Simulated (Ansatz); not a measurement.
# CO on Re(0001): change of the work function, part 2 of 4

Wanted: Δφ(θ) for CO/Re(0001), starting from the hcp site.

Ansatz 0.2.0; plane-wave DFT, PBE, Ansatz PAW (the session's first sound run).

So far, work function, upper face (eV): step 2 (the clean slab) 4.98.

## 3. Adsorbate added, k-mesh 4×4×1, coverage 0.111 ML

System of this step: CO/Re(0001). The cell holds 38 atoms: 36 Re, 1 C and 1 O. Cell: a = 8.280 Å, b = 8.280 Å, c = 27.444 Å, α = 90.0°, β = 90.0°, γ = 60.0°. Vacuum lies along c.

The clean slab as it ended is repeated in the plane and the adsorbate is set on one face; the cell's size fixes the coverage, and the k-mesh shrinks with it to keep the sampling density about even. Adsorbate and upper layers relax, since the dipole depends on the height.

input.yaml reads:

```yaml
crystal:
  lattice:
    - [8.2799999999, 0.0, 0.0]
    - [4.14, 7.1706903433, 0.0]
    - [0.0, 0.0, 27.4437457879]
  atoms:
    - { symbol: Re, position: [0.2222222222, 0.2222222222, 0.3279435712] }
    - { symbol: Re, position: [0.0, 0.0, 0.4091533309] }
    - { symbol: Re, position: [0.2222222222, 0.2222222222, 0.4938417142] }
    - { symbol: Re, position: [0.0, 0.0, 0.5708787624] }
    - { symbol: Re, position: [0.2222222222, 0.5555555556, 0.3279435712] }
    - { symbol: Re, position: [0.0, 0.3333333333, 0.4091533309] }
    - { symbol: Re, position: [0.2222222222, 0.5555555556, 0.4938417142] }
    - { symbol: Re, position: [0.0, 0.3333333333, 0.5708787624] }
    - { symbol: Re, position: [0.2222222222, 0.8888888889, 0.3279435712] }
    - { symbol: Re, position: [0.0, 0.6666666667, 0.4091533309] }
    - { symbol: Re, position: [0.2222222222, 0.8888888889, 0.4938417142] }
    - { symbol: Re, position: [0.0, 0.6666666667, 0.5708787624] }
    - { symbol: Re, position: [0.5555555556, 0.2222222222, 0.3279435712] }
    - { symbol: Re, position: [0.3333333333, 0.0, 0.4091533309] }
    - { symbol: Re, position: [0.5555555556, 0.2222222222, 0.4938417142] }
    - { symbol: Re, position: [0.3333333333, 0.0, 0.5708787624] }
    - { symbol: Re, position: [0.5555555556, 0.5555555556, 0.3279435712] }
    - { symbol: Re, position: [0.3333333333, 0.3333333333, 0.4091533309] }
    - { symbol: Re, position: [0.5555555556, 0.5555555556, 0.4938417142] }
    - { symbol: Re, position: [0.3333333333, 0.3333333333, 0.5708787624] }
    - { symbol: Re, position: [0.5555555556, 0.8888888889, 0.3279435712] }
    - { symbol: Re, position: [0.3333333333, 0.6666666667, 0.4091533309] }
    - { symbol: Re, position: [0.5555555556, 0.8888888889, 0.4938417142] }
    - { symbol: Re, position: [0.3333333333, 0.6666666667, 0.5708787624] }
    - { symbol: Re, position: [0.8888888889, 0.2222222222, 0.3279435712] }
    - { symbol: Re, position: [0.6666666667, 0.0, 0.4091533309] }
    - { symbol: Re, position: [0.8888888889, 0.2222222222, 0.4938417142] }
    - { symbol: Re, position: [0.6666666667, 0.0, 0.5708787624] }
    - { symbol: Re, position: [0.8888888889, 0.5555555556, 0.3279435712] }
    - { symbol: Re, position: [0.6666666667, 0.3333333333, 0.4091533309] }
    - { symbol: Re, position: [0.8888888889, 0.5555555556, 0.4938417142] }
    - { symbol: Re, position: [0.6666666667, 0.3333333333, 0.5708787624] }
    - { symbol: Re, position: [0.8888888889, 0.8888888889, 0.3279435712] }
    - { symbol: Re, position: [0.6666666667, 0.6666666667, 0.4091533309] }
    - { symbol: Re, position: [0.8888888889, 0.8888888889, 0.4938417142] }
    - { symbol: Re, position: [0.6666666667, 0.6666666667, 0.5708787624] }
    - { symbol: C, position: [0.2222222222, 0.2222222222, 0.6297881463] }
    - { symbol: O, position: [0.2222222222, 0.2222222222, 0.6720564288] }
kpoints:
  mp_grid: { grid: [4, 4, 1] }
hamiltonian:
  xc: pbe
scf:
  occupations: { method: fermi_dirac, width: 0.1 }
  convergence: { dr2_threshold: 1.0e-08 }
efield:
  axis: 3
  dipole_correction: true
  ramp_position: 0.97
  ramp_width: 0.06
relax:
  f_tol: 0.02
  max_steps: 60
  constraints:
    - { sites: [0, 1, 4, 5, 8, 9, 12, 13, 16, 17, 20, 21, 24, 25, 28, 29, 32, 33] }
output:
  bader: true
  write_potential: true
  write_density: true
  volumetric_format: npy
```

The run is started by

```sh
> ansatz run input.yaml --threads 4 --pin off --max-ram 12288MiB --backend cpu --events-out ev --progress --plain --runs-dir out
```

Numbers of over 12 decimals in the logs are rounded to 6 here.

Output:

```text
[...]
Crystal: 38 atoms, lattice volume = 1629.426 Å³
Basis set: ecut = 420 eV, 31801 PW (Γ), exchange–correlation on 120×120×384 points (8 copies of the dense FFT grid, shifted against one another)
Bands: 330, of which v1, the nominal top of the filled ones, is band 275 counted from 1 (274 counted from 0)
Symmetry: 6 space group operations
[...]
k-points: 4 of 16 (time reversal used)
[...]
SCF iter   1: F=—  HF=-392049.522506 eV  |F-HF|=—  |Δ(HF+E_count)|=         —  Δρ=7.68e-3  dr2=3.51e0  ethr=1.77e-3  p=-0.179 e·Å  D=-1.99e-2 V/Å  ΔV_dip=0.55 eV  dr2_dipole=1.90e-1  V_vac-E_F(+/−)=5.65/5.10 eV  ⟨swp⟩=9.0  Hψ=6282  notcnv=0
[...]
SCF iter  10: F=-392049.300062 eV  HF=-392049.300062 eV  |F-HF|=1.89e-8  |Δ(HF+E_count)|=   9.10e-8  Δρ=4.27e-7  dr2=4.35e-9  ethr=1.82e-12  p=-0.041 e·Å  D=-4.56e-3 V/Å  ΔV_dip=0.13 eV  dr2_dipole=8.83e-12  V_vac-E_F(+/−)=5.24/5.11 eV  ⟨swp⟩=11.0  Hψ=9187  notcnv=0
SCF 1 converged in 10 iterations: F = -392049.300062 eV  dr2 = 4.35e-9
[...]
relax step   1: F+E_penalty+E_count = -392049.30006203 eV  Δ(F+E_penalty+E_count) = +0.000e0 eV  max|allowed force component| = 3.189e0 eV/Å  Δτ_max = 0.0000 Å  (10 SCF iters, accepted)
[...]
SCF iter  10: F=-392049.412681 eV  HF=-392049.412681 eV  |F-HF|=3.22e-8  |Δ(HF+E_count)|=   1.25e-7  Δρ=3.72e-7  dr2=2.51e-9  ethr=1.82e-12  p=-0.088 e·Å  D=-9.76e-3 V/Å  ΔV_dip=0.27 eV  dr2_dipole=8.62e-12  V_vac-E_F(+/−)=5.39/5.12 eV  ⟨swp⟩=10.0  Hψ=8936  notcnv=0
SCF 2 converged in 10 iterations: F = -392049.412681 eV  dr2 = 2.51e-9
[...]
relax step   2: F+E_penalty+E_count = -392049.41268077 eV  Δ(F+E_penalty+E_count) = -1.126e-1 eV  max|allowed force component| = 1.899e0 eV/Å  Δτ_max = 0.1382 Å  (10 SCF iters, accepted)
SCF iter   1: F=—  HF=-392049.588184 eV  |F-HF|=—  |Δ(HF+E_count)|=         —  Δρ=3.76e-3  dr2=3.64e-1  ethr=1.02e-3  p=-0.088 e·Å  D=-9.76e-3 V/Å  ΔV_dip=0.27 eV  dr2_dipole=3.04e-4  V_vac-E_F(+/−)=5.40/5.13 eV  ⟨swp⟩=4.0  Hψ=3187  notcnv=0  defer=15
[...]
SCF iter   9: F=-392049.550581 eV  HF=-392049.550581 eV  |F-HF|=5.37e-8  |Δ(HF+E_count)|=   1.18e-7  Δρ=4.57e-7  dr2=3.02e-9  ethr=1.82e-12  p=-0.100 e·Å  D=-1.11e-2 V/Å  ΔV_dip=0.31 eV  dr2_dipole=1.84e-11  V_vac-E_F(+/−)=5.42/5.12 eV  ⟨swp⟩=9.0  Hψ=10391  notcnv=0
SCF 3 converged in 9 iterations: F = -392049.550581 eV  dr2 = 3.02e-9
relax step   3: F+E_penalty+E_count = -392049.55058122 eV  Δ(F+E_penalty+E_count) = -1.379e-1 eV  max|allowed force component| = 3.227e-1 eV/Å  Δτ_max = 0.0712 Å  (9 SCF iters, accepted)
[...]
relax step   4: F+E_penalty+E_count = -392049.55408895 eV  Δ(F+E_penalty+E_count) = -3.508e-3 eV  max|allowed force component| = 8.953e-2 eV/Å  Δτ_max = 0.0193 Å  (8 SCF iters, accepted)
[...]
relax step   5: F+E_penalty+E_count = -392049.55368700 eV  Δ(F+E_penalty+E_count) = +4.019e-4 eV  max|allowed force component| = 3.479e-2 eV/Å  Δτ_max = 0.0069 Å  (8 SCF iters, rejected (line search))
[...]
relax step   6: F+E_penalty+E_count = -392049.55433192 eV  Δ(F+E_penalty+E_count) = -2.430e-4 eV  max|allowed force component| = 3.660e-2 eV/Å  Δτ_max = 0.0023 Å  (8 SCF iters, accepted)
SCF iter   1: F=—  HF=-392049.551103 eV  |F-HF|=—  |Δ(HF+E_count)|=         —  Δρ=3.84e-5  dr2=2.58e-5  ethr=2.19e-7  p=-0.107 e·Å  D=-1.19e-2 V/Å  ΔV_dip=0.33 eV  dr2_dipole=2.36e-7  V_vac-E_F(+/−)=5.44/5.12 eV  ⟨swp⟩=2.0  Hψ=2135  notcnv=0  defer=10
[...]
SCF iter   5: F=-392049.554349 eV  HF=-392049.554349 eV  |F-HF|=3.31e-8  |Δ(HF+E_count)|=   9.33e-8  Δρ=2.88e-7  dr2=2.39e-9  ethr=1.82e-12  p=-0.107 e·Å  D=-1.18e-2 V/Å  ΔV_dip=0.32 eV  dr2_dipole=2.58e-11  V_vac-E_F(+/−)=5.44/5.12 eV  ⟨swp⟩=10.2  Hψ=9558  notcnv=0
SCF 7 converged in 5 iterations: F = -392049.554349 eV  dr2 = 2.39e-9
relax step   7: F+E_penalty+E_count = -392049.55434854 eV  Δ(F+E_penalty+E_count) = -1.661e-5 eV  max|allowed force component| = 2.493e-3 eV/Å  Δτ_max = 0.0011 Å  (5 SCF iters, accepted)
NSCF: frozen V_eff on 4 k-points
[...]
SCF converged after 5 iterations
Free energy (F): -392049.554349 eV
[...]
Internal energy: -392048.700120 eV  (E = F + TS)
E sigma→0 (E₀):  -392049.127234 eV
Entropy (-TS):   -0.854229 eV (-22.480 meV/atom)
Fermi energy:    4.439733 eV
Dipole field:    D = -0.011834 V/Å  (p = -0.106559 e·Å, saw-weighted, corrected)
Work function:   Φ+ = 5.4434 eV   Φ− = 5.1187 eV
[...]
--- Forces (eV/Å), atoms counted from 1 ---
  atom   1  Re     0.00000000    -0.00000000     1.15090758
  atom   2  Re     0.04394642     0.02537248    -1.20602622
  atom   3  Re     0.00000000    -0.00000000     0.00032120
  atom   4  Re    -0.00063108    -0.00036435     0.00011576
  atom   5  Re    -0.00728266     0.00556705     1.24923332
  atom   6  Re     0.10535169    -0.06082483    -1.17214892
  atom   7  Re     0.00031774    -0.00057166     0.00005318
  atom   8  Re    -0.00081705     0.00047172    -0.00068109
  atom   9  Re    -0.00846254     0.00352344     1.24923332
  atom  10  Re    -0.00000000    -0.05074496    -1.20602622
  atom  11  Re     0.00065394     0.00001066     0.00005318
  atom  12  Re     0.00000000     0.00072870     0.00011576
  atom  13  Re     0.00117988    -0.00909049     1.24923332
  atom  14  Re     0.00000000     0.12164965    -1.17214892
  atom  15  Re    -0.00033620     0.00056100     0.00005318
  atom  16  Re    -0.00000000    -0.00094344    -0.00068109
  atom  17  Re     0.00000000    -0.00000000     1.18884526
  atom  18  Re    -0.10535169    -0.06082483    -1.17214892
  atom  19  Re     0.00000000    -0.00000000    -0.00048618
  atom  20  Re     0.00081705     0.00047172    -0.00068109
  atom  21  Re     0.00846254     0.00352344     1.24923332
  atom  22  Re     0.01618001    -0.00934153    -1.28674494
  atom  23  Re    -0.00065394     0.00001066     0.00005318
  atom  24  Re     0.00034646    -0.00020003     0.00065874
  atom  25  Re    -0.00117988    -0.00909049     1.24923332
  atom  26  Re    -0.04394642     0.02537248    -1.20602622
  atom  27  Re     0.00033620     0.00056100     0.00005318
  atom  28  Re     0.00063108    -0.00036435     0.00011576
  atom  29  Re     0.00728266     0.00556705     1.24923332
  atom  30  Re     0.00000000     0.01868306    -1.28674494
  atom  31  Re    -0.00031774    -0.00057166     0.00005318
  atom  32  Re     0.00000000     0.00040006     0.00065874
  atom  33  Re     0.00000000    -0.00000000     1.15992591
  atom  34  Re    -0.01618001    -0.00934153    -1.28674494
  atom  35  Re     0.00000000    -0.00000000    -0.00046726
  atom  36  Re    -0.00034646    -0.00020003     0.00065874
  atom  37  C     -0.00000000     0.00000000     0.00224793
  atom  38  O      0.00000000     0.00000000    -0.00249323
  max |Σ_I F_I| component: 4.02e-5 eV/Å
--- Band table (eV) ---
  k-point 0: bands = [... 271 lower, 4.2277, 4.2277, 4.2581, 4.2793, 4.2793, 4.9606, 4.9606, 4.9957, ... 51 higher]
  k-point 1: bands = [... 271 lower, 4.2046, 4.2500, 4.2508, 4.3682, 4.6214, 4.7185, 4.7416, 4.9546, ... 51 higher]
  k-point 2: bands = [... 271 lower, 4.0681, 4.0704, 4.0919, 4.1139, 4.1334, 4.3102, 4.3392, 4.6389, ... 51 higher]
  k-point 3: bands = [... 271 lower, 4.2209, 4.2845, 4.3041, 4.4362, 4.5082, 4.6148, 4.6390, 4.7068, ... 51 higher]
--- Relaxed structure (7 steps of the walk, 6 accepted, 0 SCFs on fresh bases) ---
  F+E_penalty+E_count = -392049.55434854 eV   max|allowed force component| = 2.493e-3 eV/Å
  atoms:
    - { symbol: Re, position: [0.222222, 0.222222, 0.3279435712] }
    - { symbol: Re, position: [-1.1111114952088104e-11, -1.1111114952088104e-11, 0.409153] }
    - { symbol: Re, position: [0.222222, 0.222222, 0.496054] }
    - { symbol: Re, position: [1.6265508780783143e-5, 1.626550878078347e-5, 0.570202] }
    - { symbol: Re, position: [0.222222, 0.555556, 0.3279435712] }
    - { symbol: Re, position: [2.222225181647275e-11, 0.333333, 0.409153] }
    - { symbol: Re, position: [0.221829, 0.555890, 0.493396] }
    - { symbol: Re, position: [-0.00647698, 0.336572, 0.572876] }
    - { symbol: Re, position: [0.222222, 0.888889, 0.3279435712] }
    - { symbol: Re, position: [-1.1111112030448567e-11, 0.666667, 0.409153] }
    - { symbol: Re, position: [0.221829, 0.888948, 0.493396] }
    - { symbol: Re, position: [1.6265508780755056e-5, 0.666634, 0.570202] }
    - { symbol: Re, position: [0.555556, 0.222222, 0.3279435712] }
    - { symbol: Re, position: [0.333333, 2.2222221139257596e-11, 0.409153] }
    - { symbol: Re, position: [0.555890, 0.221829, 0.493396] }
    - { symbol: Re, position: [0.336572, -0.00647698, 0.572876] }
    - { symbol: Re, position: [0.555556, 0.555556, 0.3279435712] }
    - { symbol: Re, position: [0.333333, 0.333333, 0.409153] }
    - { symbol: Re, position: [0.555556, 0.555556, 0.493586] }
    - { symbol: Re, position: [0.336572, 0.336572, 0.572876] }
    - { symbol: Re, position: [0.555556, 0.888889, 0.3279435712] }
    - { symbol: Re, position: [0.333333, 0.666667, 0.409153] }
    - { symbol: Re, position: [0.555890, 0.888948, 0.493396] }
    - { symbol: Re, position: [0.332613, 0.667027, 0.570081] }
    - { symbol: Re, position: [0.888889, 0.222222, 0.3279435712] }
    - { symbol: Re, position: [0.666667, -1.1111114952088103e-11, 0.409153] }
    - { symbol: Re, position: [0.888948, 0.221829, 0.493396] }
    - { symbol: Re, position: [0.666634, 1.626550878078364e-5, 0.570202] }
    - { symbol: Re, position: [0.888889, 0.555556, 0.3279435712] }
    - { symbol: Re, position: [0.666667, 0.333333, 0.409153] }
    - { symbol: Re, position: [0.888948, 0.555890, 0.493396] }
    - { symbol: Re, position: [0.667027, 0.332613, 0.570081] }
    - { symbol: Re, position: [0.888889, 0.888889, 0.3279435712] }
    - { symbol: Re, position: [0.666667, 0.666667, 0.409153] }
    - { symbol: Re, position: [0.888889, 0.888889, 0.493565] }
    - { symbol: Re, position: [0.667027, 0.667027, 0.570081] }
    - { symbol: C, position: [0.222222, 0.222222, 0.625052] }
    - { symbol: O, position: [0.222222, 0.222222, 0.668866] }
--- Bader charges: 38 sites ---
  site symbol  charge [e]  shift [e]
     0     Re     -0.0675     0.0001
     1     Re      0.0553     0.0001
     2     Re      0.0874     0.0003
     3     Re     -0.0396     0.0002
     4     Re     -0.0670     0.0001
     5     Re      0.0583     0.0001
     6     Re      0.0805     0.0002
     7     Re      0.0918     0.0009
     8     Re     -0.0670     0.0001
     9     Re      0.0554     0.0001
    10     Re      0.0805     0.0002
    11     Re     -0.0396     0.0002
    12     Re     -0.0670     0.0001
    13     Re      0.0583     0.0001
    14     Re      0.0805     0.0002
    15     Re      0.0919     0.0009
    16     Re     -0.0680     0.0001
    17     Re      0.0583     0.0001
    18     Re      0.0893     0.0002
    19     Re      0.0918     0.0009
    20     Re     -0.0670     0.0001
    21     Re      0.0567     0.0001
    22     Re      0.0805     0.0002
    23     Re     -0.0615     0.0002
    24     Re     -0.0670     0.0001
    25     Re      0.0553     0.0001
    26     Re      0.0805     0.0002
    27     Re     -0.0396     0.0002
    28     Re     -0.0670     0.0001
    29     Re      0.0567     0.0001
    30     Re      0.0805     0.0002
    31     Re     -0.0615     0.0002
    32     Re     -0.0697     0.0001
    33     Re      0.0567     0.0001
    34     Re      0.1012     0.0003
    35     Re     -0.0615     0.0002
    36      C      0.3829     0.0016
    37      O     -1.0200     0.0035
  estimated error of the sums over rays = 6.0e-4 e
```

It took 15 min on 4 threads of Arm Neoverse V1, shared host; peak memory 8.9 GiB; 45 min of CPU time.

This run has no spin polarisation, although Re can carry a moment.

Step by step:

| step | energy less that of the first step (eV) | largest force component (eV/Å) |
| --- | --- | --- |
| 1 | 0.0000 | 3.1887 |
| 2 | -0.1126 | 1.8994 |
| 3 | -0.2505 | 0.3227 |
| 4 | -0.2540 | 0.0895 |
| 5 | -0.2536 | 0.0348 |
| 6 | -0.2543 | 0.0366 |
| 7 | -0.2543 | 0.0025 |

Relaxation step 5 was tried and not accepted.

Forces are held to the 6 operations that the run works with; a distortion that breaks them can't arise in this run.

The atoms that moved most (Å):

| atom | dx | dy | dz | length |
| --- | --- | --- | --- | --- |
| C37 | 0.000 | 0.000 | -0.130 | 0.130 |
| O38 | 0.000 | 0.000 | -0.088 | 0.088 |
| Re20 | 0.040 | 0.023 | 0.055 | 0.072 |
| Re8 | -0.040 | 0.023 | 0.055 | 0.072 |
| Re16 | 0.000 | -0.046 | 0.055 | 0.072 |
| Re3 | 0.000 | 0.000 | 0.061 | 0.061 |
| Re36 | 0.004 | 0.003 | -0.022 | 0.022 |
| Re24 | -0.004 | 0.003 | -0.022 | 0.022 |

The relaxed structure:

```xyz
38
Lattice="8.2800 0.0000 0.0000 4.1400 7.1707 0.0000 0.0000 0.0000 27.4437" Properties=species:S:1:pos:R:3
Re    2.7600    1.5935    9.0000
Re    0.0000    0.0000   11.2287
Re    2.7600    1.5935   13.6136
Re    0.0002    0.0001   15.6485
Re    4.1400    3.9837    9.0000
Re    1.3800    2.3902   11.2287
Re    4.1381    3.9861   13.5406
Re    1.3398    2.4135   15.7219
Re    5.5200    6.3739    9.0000
Re    2.7600    4.7805   11.2287
Re    5.5170    6.3744   13.5406
Re    2.7600    4.7802   15.6485
Re    5.5200    1.5935    9.0000
Re    2.7600    0.0000   11.2287
Re    5.5211    1.5907   13.5406
Re    2.7600   -0.0464   15.7219
Re    6.9000    3.9837    9.0000
Re    4.1400    2.3902   11.2287
Re    6.9000    3.9837   13.5458
Re    4.1802    2.4135   15.7219
Re    8.2800    6.3739    9.0000
Re    5.5200    4.7805   11.2287
Re    8.2830    6.3744   13.5406
Re    5.5155    4.7830   15.6452
Re    8.2800    1.5935    9.0000
Re    5.5200    0.0000   11.2287
Re    8.2789    1.5907   13.5406
Re    5.5198    0.0001   15.6485
Re    9.6600    3.9837    9.0000
Re    6.9000    2.3902   11.2287
Re    9.6619    3.9861   13.5406
Re    6.9000    2.3851   15.6452
Re   11.0400    6.3739    9.0000
Re    8.2800    4.7805   11.2287
Re   11.0400    6.3739   13.5453
Re    8.2845    4.7830   15.6452
C     2.7600    1.5935   17.1538
O     2.7600    1.5935   18.3562
```

Numbers from this step:

```yaml
energy_at_zero_smearing: -392049.1272 eV
work_function_upper_face: 5.443 eV
work_function_lower_face: 5.119 eV
dipole_along_the_normal: -0.1066 e·Å
step_between_the_vacuum_levels: 0.3247 eV
```

Running mean over 2.2287 Å of the planar mean; the ramp of the sawtooth is left out. Table of electron's electrostatic potential energy less the Fermi level by z:

| z (Å) | electron's electrostatic potential energy less the Fermi level (eV) |
| --- | --- |
| 4 | 5.12 |
| 5 | 5.11 |
| 6 | 5.00 |
| 7 | 3.64 |
| 8 | -6.12 |
| 9 | -13.0 |
| 10 | -13.3 |
| 11 | -13.4 |
| 12 | -12.6 |
| 13 | -12.9 |
| 14 | -14.1 |
| 15 | -14.3 |
| 16 | -12.6 |
| 17 | -2.80 |
| 18 | 3.47 |
| 19 | 4.79 |
| 20 | 5.39 |
| 21 | 5.44 |
| 22 | 5.44 |
| 23 | 5.44 |
| 24 | 5.44 |

The relaxation took 7 steps and lowered the energy by 0.25 eV; the largest force on the free atoms ends at 0.0025 eV/Å.

The covered face has 5.44 eV, +0.47 eV against the clean one; the bare back face has moved by -0.01 eV, a measure of how thin the slab is.

[end of part 2 of 4]

[Logs are printed without paths, hosts, clocks, repeated set-up lines and the standing remarks that a program may print on its own settings, such as how far it seeks lower states.]

[Hosts, paths, dates, database ids (printed as entryN), source tags and the programs' standing remarks are cut or masked in the printed files.]

[Maps of the electrostatic potential energy from Ansatz leave out the sawtooth potential of an applied field or a dipole correction, so their vacuum need not be flat; planar profiles and work functions include it.]
